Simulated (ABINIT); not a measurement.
# SnSe2 (P-3m1): G0W0 with ABINIT, start to end, part 3 of 3

Aim: the G0W0 gap of SnSe2 (P-3m1) on PBE, step by step.

ABINIT 10.8.3; PBE and many-body steps on it, plane waves. Known limits of the many-body steps: not at the basis limit; no spin-orbit coupling; coarse k mesh.

So far. Step 3 (Bands along the symmetry lines): The gap is 0.724 eV, −0.095 eV from the run before at this level. Step 4 (Empty states on the mesh, 3×3×2 mesh, 259 bands): On this mesh the gap is 1.100 eV. The earlier step found 0.819 eV, so this mesh misses an edge.

**5. Screening, 3×3×2 mesh, 237 bands, screening to 163.3 eV**

The RPA dielectric matrix is built and inverted for each q.

This step: RPA screening on PBE, plane waves, norm-conserving pseudopotentials.

Contents of run.abi:

```
acell 3*1.0 Angstrom
rprim 
  3.810999999987 0.000000000003 0.000000000000
  -1.905499999996 3.300422813810 0.000000000000
  0.000000000000 0.000000000000 6.136000000000
ntypat 2
znucl 50 34
natom 3
typat 1 2 2
xred 
  0.000000000000 0.000000000000 0.000000000000
  0.333333333333 0.666666666667 0.249000000000
  0.666666666667 0.333333333333 0.751000000000
pp_dirpath "pseudos"
pseudos "Sn.upf, Se.upf"
ecut 48
ngkpt 3 3 2
nshiftk 1
shiftk 0 0 0
kptopt 1
chksymbreak 0
istwfk *1
occopt 1
irdwfk 1
optdriver 3
nband 237
ecuteps 6
inclvkb 2
awtr 1
symchi 1
indata_prefix "in"
outdata_prefix "out"
tmpdata_prefix "tmp"
```

Run with:

```sh
OMP_NUM_THREADS=1 mpirun -n 8 abinit run.abi > log
```

Numbers of over 12 decimals in the logs are rounded to 6 here.

Output:

```text
.Version 10.8.3 of ABINIT. v10.8.2 released Aug 2026.

 Symmetries : space group P-3 m 1 (#164); Bravais hP (primitive hexag.)
[... echo of the input left out ...]
== DATASET  1 ==================================================================
-   mpi_nproc: 8, omp_nthreads: 1 (-1 if OMP is not activated)

--- !DatasetInfo
iteration_state: {dtset: 1, }
dimensions: {natom: 3, nkpt: 6, mband: 237, nsppol: 1, nspinor: 1, nspden: 1, mpw: 8305, }
cutoff_energies: {ecut:  48.0, pawecutdg:  -1.0, }
electrons: {nelect:   7.00000000E+01, charge:   0.00000000E+00, occopt:   1.00000000E+00, tsmear:   1.00000000E-02, }

 SCREENING: Calculation of the susceptibility and dielectric matrices

 Based on a program developped by R.W. Godby, V. Olevano, G. Onida, and L. Reining.
 Incorporated in ABINIT by V. Olevano, G.-M. Rignanese, and M. Torrent.
.Using double precision arithmetic ; gwpc =  8

[... cell and pseudopotentials left out ...]
--------------------------------------------------------------------------------

 ==== K-mesh for the wavefunctions ====
 Number of points in the irreducible wedge :     6
[... list of points left out ...]
 Together with 12 symmetry operations and time-reversal symmetry
 yields    18 points in the full Brillouin Zone.

 ==== Q-mesh for the screening function ====
 Number of points in the irreducible wedge :     6
[... list of points left out ...]
 Together with 12 symmetry operations and time-reversal symmetry
 yields    18 points in the full Brillouin Zone.

 setmesh: FFT mesh size selected  =    27x   27x   50
          total number of points  =        36450

 vcoul_init : cutoff-mode = AUXILIARY_FUNCTION
 q-points for optical limit:   1
     1)      0.000010    0.000020    0.000030

- screening: taking advantage of time-reversal symmetry
- Maximum band index for partially occupied states nbvw = 35
- Remaining bands to be divided among processors   nbcw = 202
- Number of bands treated by each node ~25

 Number of electrons calculated from density =   70.0000; Expected =   70.0000
 average of density, n =  0.134403
 r_s =    1.2111
 omega_plasma =   35.3638 [eV]

 calculating chi0 at frequencies [eV] :
  1    0.000000E+00    0.000000E+00
  2    0.000000E+00    3.536384E+01

--------------------------------------------------------------------------------
  q-point number  1        q = ( 0.000000, 0.000000, 0.000000) [r.l.u.]
--------------------------------------------------------------------------------
[... chi0 elements left out ...]
 For q-point:  0.000010 0.000020 0.000030
  dielectric constant =  19.5685
  dielectric constant without local fields =  22.2857

  Average fulfillment of the sum rule on Im[epsilon] for q-point    1 :     51.62  [%]
[... wings left out ...]
  q-point number  2        q = ( 0.333333, 0.000000, 0.000000) [r.l.u.]
--------------------------------------------------------------------------------
[... chi0 elements left out ...]
  Average fulfillment of the sum rule on Im[epsilon] for q-point    2 :     54.43  [%]

 [... 4 further q-points ...]
```

Wall time 92 s (8 MPI ranks of Intel Xeon Platinum 8259CL at 2.50GHz (Skylake/Cascade Lake), shared host); peak memory 2.9 GiB.

Numbers from this step:

```
ε∞ with local fields, on this mesh, along the program's q direction : 19.57
the same without local fields                                       : 22.29
plasma frequency                                                    : 35.36 eV
plane waves in the screening matrix                                 : 373
```

Local fields lower ε∞ by 12 %. On a Γ-centred mesh this coarse the value itself is usually too large, while a short band sum pulls it down.

**6. Self-energy, 3×3×2 mesh, 237 bands, screening to 163.3 eV**

The self-energy is evaluated for the states that the input lists, and the levels follow from it, in one-shot runs by the linearised quasiparticle equation.

This step: G0W0 on PBE, plane waves, norm-conserving pseudopotentials.

run.abi, as its differences from that of step 5:

```diff
@@ -24,8 +24,15 @@
 irdwfk 1
-optdriver 3
+optdriver 4
 nband 237
+gwcalctyp 0
+ecutsigx 48
+symsigma 1
+nkptgw 1
+kptgw 
+  0.0000000000 0.0000000000 0.0000000000
+bdgw 
+  33 37
 ecuteps 6
-inclvkb 2
-awtr 1
-symchi 1
+irdscr 1
+ppmodel 1
 indata_prefix "in"
```

Output:

```text
.Version 10.8.3 of ABINIT. v10.8.2 released Aug 2026.

 Symmetries : space group P-3 m 1 (#164); Bravais hP (primitive hexag.)
[... echo of the input left out ...]
== DATASET  1 ==================================================================
-   mpi_nproc: 8, omp_nthreads: 1 (-1 if OMP is not activated)

--- !DatasetInfo
iteration_state: {dtset: 1, }
dimensions: {natom: 3, nkpt: 6, mband: 237, nsppol: 1, nspinor: 1, nspden: 1, mpw: 8305, }
cutoff_energies: {ecut:  48.0, pawecutdg:  -1.0, }
electrons: {nelect:   7.00000000E+01, charge:   0.00000000E+00, occopt:   1.00000000E+00, tsmear:   1.00000000E-02, }

 SIGMA: Calculation of the GW corrections

 Based on a program developped by R.W. Godby, V. Olevano, G. Onida, and L. Reining.
 Incorporated in ABINIT by V. Olevano, G.-M. Rignanese, and M. Torrent.
.Using double precision arithmetic ; gwpc =  8

[... cell and pseudopotentials left out ...]
--------------------------------------------------------------------------------

 ==== K-mesh for the wavefunctions ====
 Number of points in the irreducible wedge :     6
[... list of points left out ...]
 Together with 12 symmetry operations and time-reversal symmetry
 yields    18 points in the full Brillouin Zone.

 ==== Q-mesh for screening function ====
 Number of points in the irreducible wedge :     6
[... list of points left out ...]
 Together with 12 symmetry operations and time-reversal symmetry
 yields    18 points in the full Brillouin Zone.

 vcoul_init : cutoff-mode = AUXILIARY_FUNCTION
 q-points for optical limit:   1
     1)      0.000010    0.000020    0.000030
 setmesh: FFT mesh size selected  =    40x   40x   75
          total number of points  =       120000

 Number of electrons calculated from density =   70.0000; Expected =   70.0000
 average of density, n =  0.134403
 r_s =    1.2111
 omega_plasma =   35.3638 [eV]

 === KS Band Gaps ===
  >>>> For spin  1
   Minimum direct gap =   1.0998 [eV], located at k-point      :   0.0000  0.0000  0.0000
   Fundamental gap    =   1.0998 [eV], Top of valence bands at :   0.0000  0.0000  0.0000
                                       Bottom of conduction at :   0.0000  0.0000  0.0000
 SIGMA fundamental parameters:
 PLASMON POLE MODEL  1
 number of plane-waves for SigmaX                 8305
 number of plane-waves for SigmaC and W            373
 number of plane-waves for wavefunctions          8305
 number of bands                                   237
 number of independent spin polarizations            1
 number of spinorial components                      1
 number of k-points in IBZ                           6
 number of q-points in IBZ                           6
 number of symmetry operations                      12
 number of k-points in BZ                           18
 number of q-points in BZ                           18
 number of frequencies for dSigma/dE                 9
 frequency step for dSigma/dE [eV]                0.25
 number of omega for Sigma on real axis              0
 max omega for Sigma on real axis  [eV]           0.00
 zcut for avoiding poles [eV]                     0.10

 EPSILON^-1 parameters (SCR file):
 dimension of the eps^-1 matrix on file            373
 dimension of the eps^-1 matrix used               373
 number of plane-waves for wavefunctions          8305
 number of bands                                   237
 number of q-points in IBZ                           6
 number of frequencies                               2
 number of real frequencies                          1
 number of imag frequencies                          1

 matrix elements of self-energy operator (all in [eV])

 Perturbative Calculation

--- !SelfEnergy_ee
iteration_state: {dtset: 1, }
kpoint     : [   0.000,    0.000,    0.000, ]
spin       : 1
KS_gap     :    1.100
QP_gap     :    1.700
Delta_QP_KS:    0.600
data: !SigmaeeData |
     Band     E0 <VxcDFT>   SigX SigC(E0)      Z dSigC/dE  Sig(E)    E-E0       E
       33   5.249 -14.622 -16.811   1.735   0.789  -0.268 -14.981  -0.359   4.891
       34   5.249 -14.622 -16.811   1.735   0.789  -0.268 -14.981  -0.359   4.891
       35   5.637 -14.683 -16.739   1.593   0.792  -0.263 -15.049  -0.366   5.271
       36   6.737 -13.871 -10.050  -3.532   0.809  -0.236 -13.637   0.234   6.971
       37   8.603 -11.502  -7.047  -4.288   0.814  -0.229 -11.367   0.136   8.738

== END DATASET(S) ==============================================================
================================================================================

 -outvars: echo values of variables after computation  --------
           etotal      0.0000000000E+00
            nband         237
             nkpt           6
          spgroup         164
 [... the other variables as echoed above ...]

 Calculation completed.
```

It took 13 s on 8 MPI ranks; peak memory 2.1 GiB; 1.7 min of CPU time.

Numbers from this step:

| Item | Value |
| --- | --- |
| G0W0 gap on the points computed | 1.700 eV |
| starting gap on the mesh | 1.100 eV |
| k of the valence top | 0, 0, 0 |
| k of the conduction bottom | 0, 0, 0 |
| Z at the valence top | 0.792 |
| Z at the conduction bottom | 0.809 |
| least direct G0W0 gap on the computed points | 1.700 eV |

The gap on the mesh goes from 1.10 eV to 1.70 eV, a correction of +0.60 eV. The start differs from the 0.82 eV found before because the two sample other k points.

Limits: finite bands, cutoff and mesh; no spin-orbit coupling; coarse k mesh. v1 is the top filled band, c1 the lowest empty one. Levels before and after the correction, in eV, zero at the valence-band top of each column:

```csv
,conduction bottom,valence top
Kohn-Sham,1.10,0.00
G0W0,1.70,0.00
```

```csv
,level,energy (eV)
Kohn-Sham,Γ v3-v2,-0.387
Kohn-Sham,Γ v1,0.000
Kohn-Sham,Γ c1,1.100
Kohn-Sham,Γ c2,2.966
G0W0,Γ v3-v2,-0.380
G0W0,Γ v1,0.000
G0W0,Γ c1,1.700
G0W0,Γ c2,3.467
```

**7. Where the time went**

Times are wall times on 8 MPI ranks of Intel Xeon Platinum 8259CL at 2.50GHz (Skylake/Cascade Lake), shared host, good to a factor of about two.

```csv
step,time,share,memory (GiB)
ground state,79 s,17 %,0.95
bands along the symmetry lines,1.8 min,24 %,1.1
empty states on the mesh,2.8 min,36 %,0.87
screening,92 s,20 %,2.9
self-energy,13 s,3 %,2.1
```

**8. Summary of results**

| Item | Value |
| --- | --- |
| PBE gap | 0.72 eV, indirect |
| G0W0 gap on the mesh | 1.70 eV |
| G0W0 gap over the zone (rigid shift) | 1.32 eV |
| GW settings | 3×3×2 mesh, 237 bands, screening to 163.3 eV, Godby-Needs plasmon pole |
| known limits | not at the basis limit; no spin-orbit coupling; coarse k mesh |

What this shows: G0W0 moves the gap on the mesh from 1.10 eV to 1.70 eV (+0.60 eV), with Z of 0.79 and 0.81 at the edges. The mesh misses the band edges by 0.38 eV in all; a rigid shift gives 1.32 eV for the zone. Local fields lower the RPA ε∞ on this mesh from 22.29 to 19.57; a Γ-centred mesh this coarse tends to raise both, most where the direct gap is narrow, while a short band sum lowers them. Only 1 of the mesh's irreducible points was corrected, so a valley elsewhere could overtake. The dearest step here is «empty states on the mesh». Against experiment, by G0W0@PBE: the gap of 1.32 eV lies +0.11 eV from the measured 1.21 ± 0.04 eV (electronic, 77.6 K, 2018); the gap of 1.32 eV lies +0.32 eV from the measured 1 eV (indirect, quoted 2018); the gap of 1.32 eV lies +0.12 eV from the measured 1.207 eV (exciton, 300 K, 2021); the gap of 1.32 eV lies −0.02 eV from the measured 1.346 eV (exciton, 0 K, 2021). An exciton line or allowed optical edge lies below the quasiparticle gap by the binding energy; a forbidden edge can push the onset above it. The calculation has static nuclei and no excitons; a measured gap holds zero-point and thermal motion, which mostly lowers it. Bands and cutoff are finite, so the gap is not at the basis limit. The miss can reach some tenths of an eV and take either sign; the mesh is an error of its own. In the G0W0 run levels were corrected at 1 k point alone, so a gap called «on the mesh» is the least over those, and an edge elsewhere would be missed. A denser mesh or path gives a starting gap of 0.72 eV: the GW mesh misses a band edge, so its gaps are not the fundamental one. The 3×3×2 mesh is coarse for this cell, which bears on the long-range parts of exchange and screening. The many-body steps are scalar-relativistic: spin-orbit coupling is not in them.

[Paths, hosts, dates, memory and timing lines, banners, echoed tables and standing remarks are left out of the program output.]

[Logs are printed without paths, hosts, clocks, repeated set-up lines and the standing remarks that a program may print on its own settings, such as how far it seeks lower states.]

[Runs of the session that timed out or met a known fault of the program may be left out.]

[No measured gap is set beside runs whose start may be inverted or whose files or cutoffs have a known fault.]

[Hosts, paths, dates, database ids (printed as entryN), source tags and the programs' standing remarks are cut or masked in the printed files.]

[G0W0 gaps are taken among the corrected bands and points alone; a level outside them can change the order at an edge.]

[Where Ansatz stands beside ABINIT at settings called matched, ABINIT's density can come from a denser mesh and the files from another edition; pairs whose starting gaps differed by over 0.03 eV were left out, so agreement reads better than it is.]
